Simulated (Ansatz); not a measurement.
## Si3N4 (Fd-3m): the dielectric response by several routes

How strongly does Si3N4 (Fd-3m) screen? Routes: perturbation theory, a sum over states and the RPA step of G0W0.

Calculated with Ansatz 0.2.0; linear response on PBE, plane waves, PAW.

Report form: the programs' logs are mostly left out.

### 1. Set-up

Symmetry: Fd-3m, No. 227, cubic system. The conventional cell has a = 7.787 Å, b = 7.787 Å, c = 7.787 Å, α = 90.00°, β = 90.00°, γ = 90.00°. Si has 6 N at 1.89 Å nearest. Si has 4 N at 1.79 Å nearest. Nearest to N lie 4 Si at 1.79 to 1.89 Å. Farther neighbours and most contacts between anions are not listed.

As a file:

```cif
data_structure
_symmetry_space_group_name_H-M 'P 1'
_symmetry_Int_Tables_number 1
_cell_length_a 5.5065
_cell_length_b 5.5065
_cell_length_c 5.5065
_cell_angle_alpha 60.000
_cell_angle_beta 60.000
_cell_angle_gamma 60.000
_cell_volume 118.07
loop_
_atom_site_label
_atom_site_type_symbol
_atom_site_fract_x
_atom_site_fract_y
_atom_site_fract_z
_atom_site_occupancy
Si1 Si 0.12500 0.12500 0.62500 1
Si2 Si 0.12500 0.62500 0.12500 1
Si3 Si 0.62500 0.12500 0.12500 1
Si4 Si 0.12500 0.12500 0.12500 1
Si5 Si 0.75000 0.75000 0.75000 1
Si6 Si 0.50000 0.50000 0.50000 1
N7 N 0.36756 0.36756 0.36756 1
N8 N 0.35269 0.88244 0.88244 1
N9 N 0.88244 0.88244 0.35269 1
N10 N 0.88244 0.35269 0.88244 1
N11 N 0.36756 0.36756 0.89731 1
N12 N 0.36756 0.89731 0.36756 1
N13 N 0.88244 0.88244 0.88244 1
N14 N 0.89731 0.36756 0.36756 1
```

The cell and positions are those that the Materials Project relaxed with its own functionals (PBE, PBE+U or r2SCAN), kept fixed. This is not the form that Si3N4 usually takes at ambient conditions. The default PAW set here is soft_2. Its files were made with PBE.

### 2. Response to a homogeneous field

ε∞ sets how strongly the crystal screens. Perturbation theory gives it with local fields and without a sum over empty bands.

This step: dielectric response by perturbation theory, PBE, plane waves, PAW.

input.yaml reads:

```yaml
crystal:
  lattice:
    - [0.0, 3.893718, 3.893718]
    - [3.893718, 0.0, 3.893718]
    - [3.893718, 3.893718, 0.0]
  atoms:
    - { symbol: Si, position: [0.125, 0.125, 0.625] }
    - { symbol: Si, position: [0.125, 0.625, 0.125] }
    - { symbol: Si, position: [0.625, 0.125, 0.125] }
    - { symbol: Si, position: [0.125, 0.125, 0.125] }
    - { symbol: Si, position: [0.75, 0.75, 0.75] }
    - { symbol: Si, position: [0.5, 0.5, 0.5] }
    - { symbol: "N", position: [0.367563, 0.367563, 0.367563] }
    - { symbol: "N", position: [0.352689, 0.882437, 0.882437] }
    - { symbol: "N", position: [0.882437, 0.882437, 0.352689] }
    - { symbol: "N", position: [0.882437, 0.352689, 0.882437] }
    - { symbol: "N", position: [0.367563, 0.367563, 0.897311] }
    - { symbol: "N", position: [0.367563, 0.897311, 0.367563] }
    - { symbol: "N", position: [0.882437, 0.882437, 0.882437] }
    - { symbol: "N", position: [0.897311, 0.367563, 0.367563] }
kpoints:
  mp_grid: { grid: [6, 6, 6] }
hamiltonian:
  xc: pbe
scf:
  occupations: { method: fixed }
dielectric: {}
```

On the command line:

```sh
> ansatz run input.yaml --threads 24 --pin off --max-ram 82944MiB --backend cuda --events-out ev --progress --plain --runs-dir out --devices 1 --max-vram 78GiB
```

Wall time 2.9 s (1 × NVIDIA GB200 (shared by 2 runs) with 24 threads of Arm Neoverse V2, shared host); peak memory 1.5 GiB.

One over ε∞ averages 0.19, somewhat under the quarter of exact exchange in PBE0.

High-frequency dielectric tensor:

```
5.30 0.00 0.00
0.00 5.30 0.00
0.00 0.00 5.30
```

Born effective charge (e), principal values of the symmetric part by kind of site:

```
atom  atoms with these values    low  middle   high   mean
 Si1                        4   3.52    3.52   4.01   3.68
 Si5                        2   3.59    3.59   3.59   3.59
  N7                        8  -3.21   -2.50  -2.50  -2.74
```

In full for Si1:

```
 3.68  0.17 -0.17
 0.17  3.68 -0.17
-0.17 -0.17  3.68
```

### 3. Independent-particle spectrum

The independent-particle spectrum shows where the oscillator strength lies, before excitons and local fields.

This step: independent-particle optics on PBE, plane waves, PAW.

input.yaml, as its differences from that of step 2:

```diff
@@ -26,2 +26,4 @@
   occupations: { method: fixed }
-dielectric: {}
+  n_extra_bands: 80
+output:
+  optics: { e_range: [0, 25], de: 0.1, sigma: 0.2 }
```

The job ended after 2.8 s (1 × NVIDIA GB200 (shared by 2 runs) with 24 threads; peak memory 1.8 GiB; 22 s of CPU time).

Numbers from this step:

```yaml
eps_infinity_without_local_fields_xx_yy_zz: 5.459, 5.459, 5.459
electrons_in_the_f_sum_xx_yy_zz: 50.69, 50.69, 50.69
bands_in_the_explicit_sum_the_static_value_is_completed_to_all_bands: 112
```

The sum gives ε∞ = 5.46 without local fields.

Independent particles, no local fields, Gaussian width 0.2 eV. The ε₂, xx=yy=zz by photon energy; read off at these points:

```
photon energy (eV)  ε₂, xx=yy=zz
                 3             0
                 4        0.0422
                 5         0.274
                 6          1.53
                 7          4.84
                 8          6.70
                 9          10.4
                10          11.0
                11          7.74
                12          7.09
                13          5.93
                14          4.59
                15          3.61
                16          2.03
                17          1.69
                18          1.33
                19          1.03
                20         0.885
                21         0.625
                22         0.543
                23         0.352
                24         0.320
                25         0.299
```

Independent particles, no local fields, Gaussian width 0.2 eV. Table of loss function, xx=yy=zz by photon energy; read off at these points:

```
photon energy (eV)  loss function, xx=yy=zz
                 3                        0
                 4                   9.9e-4
                 5                  0.00481
                 6                   0.0175
                 7                   0.0379
                 8                   0.0575
                 9                   0.0719
                10                   0.0894
                11                    0.129
                12                    0.136
                13                    0.156
                14                    0.158
                15                    0.163
                16                    0.219
                17                    0.265
                18                    0.365
                19                    0.401
                20                    0.523
                21                    0.631
                22                    0.877
                23                     1.11
                24                     2.05
                25                     3.04
```

### 4. RPA screening from the G0W0 run

Now the one-shot GW correction: screening in the RPA, then the self-energy of the levels asked for.

This step: G0W0 on PBE, plane waves, PAW.

input.yaml, as its differences from that of step 3:

```diff
@@ -21,3 +21,3 @@
 kpoints:
-  mp_grid: { grid: [6, 6, 6] }
+  mp_grid: { grid: [4, 4, 4] }
 hamiltonian:
@@ -26,4 +26,7 @@
   occupations: { method: fixed }
-  n_extra_bands: 80
-output:
-  optics: { e_range: [0, 25], de: 0.1, sigma: 0.2 }
+gw:
+  n_empty_bands: 542
+  ecut_chi: 160.0
+  qp_bands: [v4, c4]
+  qp_kpoints: band_edges
+  screening: { model: contour_deformation }
```

Wall time 6.4 s (1 × NVIDIA GB200 (shared by 2 runs) with 24 threads); peak memory 2 GiB; 17 s of CPU time.

This step gave:

- bands summed: 574
- RPA ε∞ on this mesh (eigenvalues): 5.067, 5.067, 5.067
- plane waves in the screening matrix: 537
- G0W0 gap on the mesh: 4.716 eV
- k of the valence top: 0, 0.25, -0.25
- k of the conduction bottom: 0, 0, 0
- starting gap on the mesh: 3.372 eV
- least direct G0W0 gap on the computed points: 4.738 eV

The gap on the mesh goes from 3.37 eV to 4.72 eV, a correction of +1.34 eV. Between the two edge states, bare exchange in place of the xc potential would open the gap by 8.60 eV, and correlation takes back 7.26 eV.

Mean over the mesh in bins of 0.25 1/Å. Static inverse dielectric function, diagonal against length of q+G:

```
length of q+G (Å⁻¹)  static inverse dielectric function, diagonal
               0.35                                         0.222
               0.51                                         0.240
               0.70                                         0.271
               0.96                                         0.323
               1.25                                         0.383
               1.50                                         0.438
               1.76                                         0.495
               2.02                                         0.550
               2.26                                         0.596
               2.49                                         0.640
               2.75                                         0.686
               3.00                                         0.725
               3.25                                         0.760
               3.49                                         0.790
               3.74                                         0.816
               3.99                                         0.840
               4.25                                         0.862
               4.51                                         0.881
               4.76                                         0.899
               5.00                                         0.915
               5.25                                         0.929
               5.50                                         0.942
               5.75                                         0.953
               6.00                                         0.962
               6.25                                         0.970
               6.43                                         0.974
```

### 5. The values together

Times are wall times on 1 × NVIDIA GB200 (shared by 2 runs) with 24 threads of Arm Neoverse V2, shared host, good to a factor of about two.

```
                                          method   mesh  ε∞, low  middle  high  mean   time
perturbation theory (local fields and xc kernel)  6×6×6     5.30    5.30  5.30  5.30  2.9 s
               sum over states (no local fields)  6×6×6     5.46    5.46  5.46  5.46  2.8 s
           RPA with local fields, on the GW mesh  4×4×4     5.07    5.07  5.07  5.07  6.4 s
```

### 6. Summary of results

```json
{"perturbation theory (local fields and xc kernel)": "5.30, 5.30, 5.30", "sum over states (no local fields)": "5.46, 5.46, 5.46", "RPA with local fields, on the GW mesh": "5.07, 5.07, 5.07"}
```

**Reading.** Mean Born effective charge: Si1 3.68, Si5 3.59, N7 -2.74 e. The ε₂, xx=yy=zz has its highest peak at 9.9 eV. The sum without local fields gives 5.46 in the mean against 5.30 by perturbation theory; local fields lower ε∞ and the xc kernel gives part of it back, though the sum also carries the error of its own mesh. The RPA values on the 4×4×4 mesh average 0.96 times those of perturbation theory (means 5.07 and 5.30). Without the xc kernel RPA should lie a little lower, as the mean does. PBE usually puts the gap too low, which tends to raise ε∞. Ions are clamped, so the lattice part of the static constant is not in these numbers.

[Paths, hosts, dates, memory and timing lines, banners, echoed tables and standing remarks are left out of the program output.]

[Logs are printed without paths, hosts, clocks, repeated set-up lines and the standing remarks that a program may print on its own settings, such as how far it seeks lower states.]

[Runs of the session that timed out or met a known fault of the program may be left out.]

[Cells called generated may have been cut or substituted from an entry of the Crystallography Open Database or the Materials Project.]

[Hosts, paths, dates, database ids (printed as entryN), source tags and the programs' standing remarks are cut or masked in the printed files.]
